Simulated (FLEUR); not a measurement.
# Cr: cost and accuracy of the basis cutoff, part 3 of 3

Two starts of Cr are run at each rung of the basis cutoff. Which rung is enough?

FLEUR MaX-R8.1; PBEsol; all-electron FLAPW, Dirac cores, scalar-relativistic bands.

So far, largest spin moment in the muffin-tin sphere (μB): step 2 (rung 1 (Kmax 2.16 1/bohr), start ferro ++) 0.0686; step 3 (rung 1 (Kmax 2.16 1/bohr), start antiferro +-) 1.25; step 5 (rung 2 (Kmax 2.7 1/bohr), start antiferro +-) 1.80; step 7 (rung 3 (Kmax 3.24 1/bohr), start antiferro +-) 1.67; step 9 (rung 4 (Kmax 3.78 1/bohr), start antiferro +-) 1.66.

## 11. Rung 5 (Kmax 4.32 1/bohr), start antiferro +-

Input file inp.xml:

```
<?xml version="1.0" encoding="UTF-8" standalone="no"?>
<fleurInput fleurInputVersion="0.39">
   <comment>
      Cr
   </comment>
   <calculationSetup>
      <cutoffs Kmax="4.32" Gmax="13.0" GmaxXC="13.0" numbands="0"/>
      <scfLoop itmax="90" minDistance="0.00002" maxIterBroyd="15" imix="Anderson" alpha="0.05" precondParam="0.0" spinf="2.0" sdNocoIR="T"/>
      <coreElectrons ctail="T" frcor="F" kcrel="0" coretail_lmax="0"/>
      <xcFunctional name="PBEs" relativisticCorrections="F"/>
      <magnetism jspins="2"/>
      <soc l_soc="F" theta="0.0" phi="0.0" spav="F"/>
      <expertModes spex="0" secvar="F"/>
      <geometryOptimization l_f="F" forcealpha="1.0" forcemix="BFGS" epsdisp="0.00001" epsforce="0.00001"/>
      <ldaU l_linMix="F" mixParam="0.05" spinf="1.0"/>
   </calculationSetup>
   <cell>
      <bzIntegration valenceElectrons="28.0" mode="hist" fermiSmearingEnergy="0.00183747">
         <kPointListSelection listName="default-1"/>
         <xi:include xmlns:xi="http://www.w3.org/2001/XInclude" href="kpts.xml"> </xi:include>
      </bzIntegration>
      <xi:include xmlns:xi="http://www.w3.org/2001/XInclude" href="sym.xml"> </xi:include>
      <bulkLattice scale="1.0">
         <bravaisMatrix>
            <row-1>    5.6104066726405621     0.0000000000000000     0.0000000000000000</row-1>
            <row-2>    0.0000000000000000     5.6104066726405621     0.0000000000000000</row-2>
            <row-3>    0.0000000000000000     0.0000000000000000     5.6104066726405621</row-3>
         </bravaisMatrix>
      </bulkLattice>
   </cell>
   <atomSpecies>
      <species name="Chromium (2.500" element="Cr" atomicNumber="24">
         <mtSphere radius="2.37" gridPoints="783" logIncrement="0.015"/>
         <atomicCutoffs lmax="8" lnonsphr="6"/>
         <electronConfig flipSpins="F">
            <coreConfig>(1s1/2) (2s1/2) (2p1/2) (2p3/2)</coreConfig>
            <valenceConfig>(3s1/2) (3p1/2) (3p3/2) (4s1/2) (3d3/2) (3d5/2)</valenceConfig>
            <stateOccupation state="(4s1/2)" spinUp="0.5" spinDown="0.5"/>
            <stateOccupation state="(3d3/2)" spinUp="1.0" spinDown="1.0"/>
            <stateOccupation state="(3d5/2)" spinUp="2.75" spinDown="0.25"/>
         </electronConfig>
         <energyParameters s="4" p="4" d="3" f="4"/>
         <lo type="SCLO" l="0" n="3" eDeriv="0"/>
         <lo type="SCLO" l="1" n="3" eDeriv="0"/>
      </species>
      <species name="Chromium (-2.500" element="Cr" atomicNumber="24">
         <mtSphere radius="2.37" gridPoints="783" logIncrement="0.015"/>
         <atomicCutoffs lmax="8" lnonsphr="6"/>
         <electronConfig flipSpins="F">
            <coreConfig>(1s1/2) (2s1/2) (2p1/2) (2p3/2)</coreConfig>
            <valenceConfig>(3s1/2) (3p1/2) (3p3/2) (4s1/2) (3d3/2) (3d5/2)</valenceConfig>
            <stateOccupation state="(4s1/2)" spinUp="0.5" spinDown="0.5"/>
            <stateOccupation state="(3d3/2)" spinUp="1.0" spinDown="1.0"/>
            <stateOccupation state="(3d5/2)" spinUp="0.25" spinDown="2.75"/>
         </electronConfig>
         <energyParameters s="4" p="4" d="3" f="4"/>
         <lo type="SCLO" l="0" n="3" eDeriv="0"/>
         <lo type="SCLO" l="1" n="3" eDeriv="0"/>
      </species>
   </atomSpecies>
   <atomGroups>
      <atomGroup species="Chromium (2.500">
         <relPos label="                   1">.0000000000 .0000000000 .0000000000</relPos>
         <force calculate="T" relaxXYZ="TTT"/>
      </atomGroup>
      <atomGroup species="Chromium (-2.500">
         <relPos label="                   2">1.000/2.000 1.000/2.000 1.000/2.000</relPos>
         <force calculate="T" relaxXYZ="TTT"/>
      </atomGroup>
   </atomGroups>
   <output dos="F" band="F" slice="F">
      <bandDOS minEnergy="-.5*Htr" maxEnergy="0.5*Htr" sigma="0.015" storeEVData="T"/>
      <plotting iplot="0" polar="F">
         <plot TwoD="T" vec1="  1.0  0.0  0.0" vec2="  0.0  1.0  0.0" vec3="  0.0  0.0  1.0" zero="  0.0  0.0  0.0" file="plot"/>
      </plotting>
      <moessbauerParams electricFieldGradient="F" isomerShift="F" coreHyperfine="F" valenceHyperfine="F"/>
   </output>
</fleurInput>
```

Input file crystal.txt:

```
Cr
&input film=F cartesian=F /
2.96889935510  0.00000000000  0.00000000000
0.00000000000  2.96889935510  0.00000000000
0.00000000000  0.00000000000  2.96889935510
1.8897261246
1.0 1.0 1.0

2
24 0.00000000000  0.00000000000  0.00000000000 : 2.500
24 0.50000000000  0.50000000000  0.50000000000 : -2.500

&kpt div1=10 div2=10 div3=10 gamma=T /
```

Command:

```console
$ OMP_NUM_THREADS=1 inpgen -f crystal.txt > inpgen.log  # inp.xml is then edited as shown
$ OMP_NUM_THREADS=1 mpirun -n 4 fleur_MPI > fleur.log
```

The log of the run:

```text
[banner, memory and clock lines left out]
Welcome to FLEUR        (www.flapw.de)
      MaX-Release 8.1          (www.max-centre.eu)

 ========== k-point set info ==========
 Selected k-point list: default-1
 k-point list type: mesh
 10 x 10 x 10
 Number of k points: 56

 [... set-up left out ...]
 Iteration:     1   Distance:      37.69511964 me/bohr^3
 Iteration:     2   Distance:      32.61063655 me/bohr^3
 Iteration:     3   Distance:      12.14505934 me/bohr^3
 Iteration:     4   Distance:      20.83484996 me/bohr^3
 Iteration:     5   Distance:       1.57697079 me/bohr^3
[...]
<sumOfEigenvalues value="    -1218.4412730747">
               <coreElectrons value="-1199.1162455266"/>
               <valenceElectrons value="-19.3250275481"/>
            </sumOfEigenvalues>
         [... left out ...]
            <freeEnergy value="-2099.6740005987"/>
            <extrapolationTo0K value="-2099.6739077273"/>
         </totalEnergy>
         <densityConvergence units="me/bohr^3">
            <chargeDensity spin="1" distance="0.0000046454"/>
            <chargeDensity spin="2" distance="0.0000040869"/>
            <overallChargeDensity distance="0.0000057270"/>
            <spinDensity distance="0.0000066156"/>
         </densityConvergence>
      </iteration>
```

Wall time 20 s (4 MPI ranks of Arm Neoverse V1, shared host); peak memory 0.2 GiB.

Read from the output:

* free energy: -57135.0402 eV
* program's band gap on this mesh (in a metal only a level spacing): 5.10e-9 eV
* magnetization: 0 μB
* final state: antiferromagnetic
* largest moment: 1.654 μB

This start lies -61.3 meV a seeded atom from the first, a change of -0.0 meV since rung 4; its largest moment is 1.65 μB.

## 12. The rungs together

Ladder, by row:

```
rung  Kmax (1/bohr)  state from the first start  state from the second start  second less first (meV a seeded atom)  moment, first (μB)  moment, second (μB)  CPU time (s), all starts
   1           2.16                non-magnetic            antiferromagnetic                                  42.97             0.06863                1.247                     81.54
   2            2.7                non-magnetic            antiferromagnetic                                  -64.6                   0                1.799                     73.74
   3           3.24                non-magnetic            antiferromagnetic                                 -58.81                   0                1.672                     87.94
   4           3.78                non-magnetic            antiferromagnetic                                 -61.24                   0                 1.66                     122.5
   5           4.32                non-magnetic            antiferromagnetic                                 -61.28                   0                1.654                       166
```

## 13. What came out

| Property | Result |
| --- | --- |
| range of the moment in the table, second start | 1.25 to 1.80 μB |
| range of CPU time | 74 s to 2.8 min |
| range of the energy difference | -64.6 to 43.0 meV a seeded atom |
| first rung from which all stay within 3.1 meV of the last, moments within 0.06 μB | 3 |

What this shows: From rung 3 on the result stays within 2.5 meV of the last rung, inside the margin of 3.1 meV (5 % of the last value, 2 meV at least; moments within 0.06 μB), at 53 % of the last rung's cost. The sign of the difference changes along the ladder, so the order that comes out lowest hangs on the rung. Differences are of free energies, so a wide smearing enters them.

[Logs and program files are shortened in this print: banners, set-up blocks, solver, clock and traceback lines can be left out without a mark of their own.]

[Logs are printed without paths, hosts, clocks, repeated set-up lines and the standing remarks that a program may print on its own settings, such as how far it seeks lower states.]

[Hosts, paths, dates, database ids (printed as entryN), source tags and the programs' standing remarks are cut or masked in the printed files.]

[Where a cell is said to come from a database of computed structures, the database is the Materials Project.]
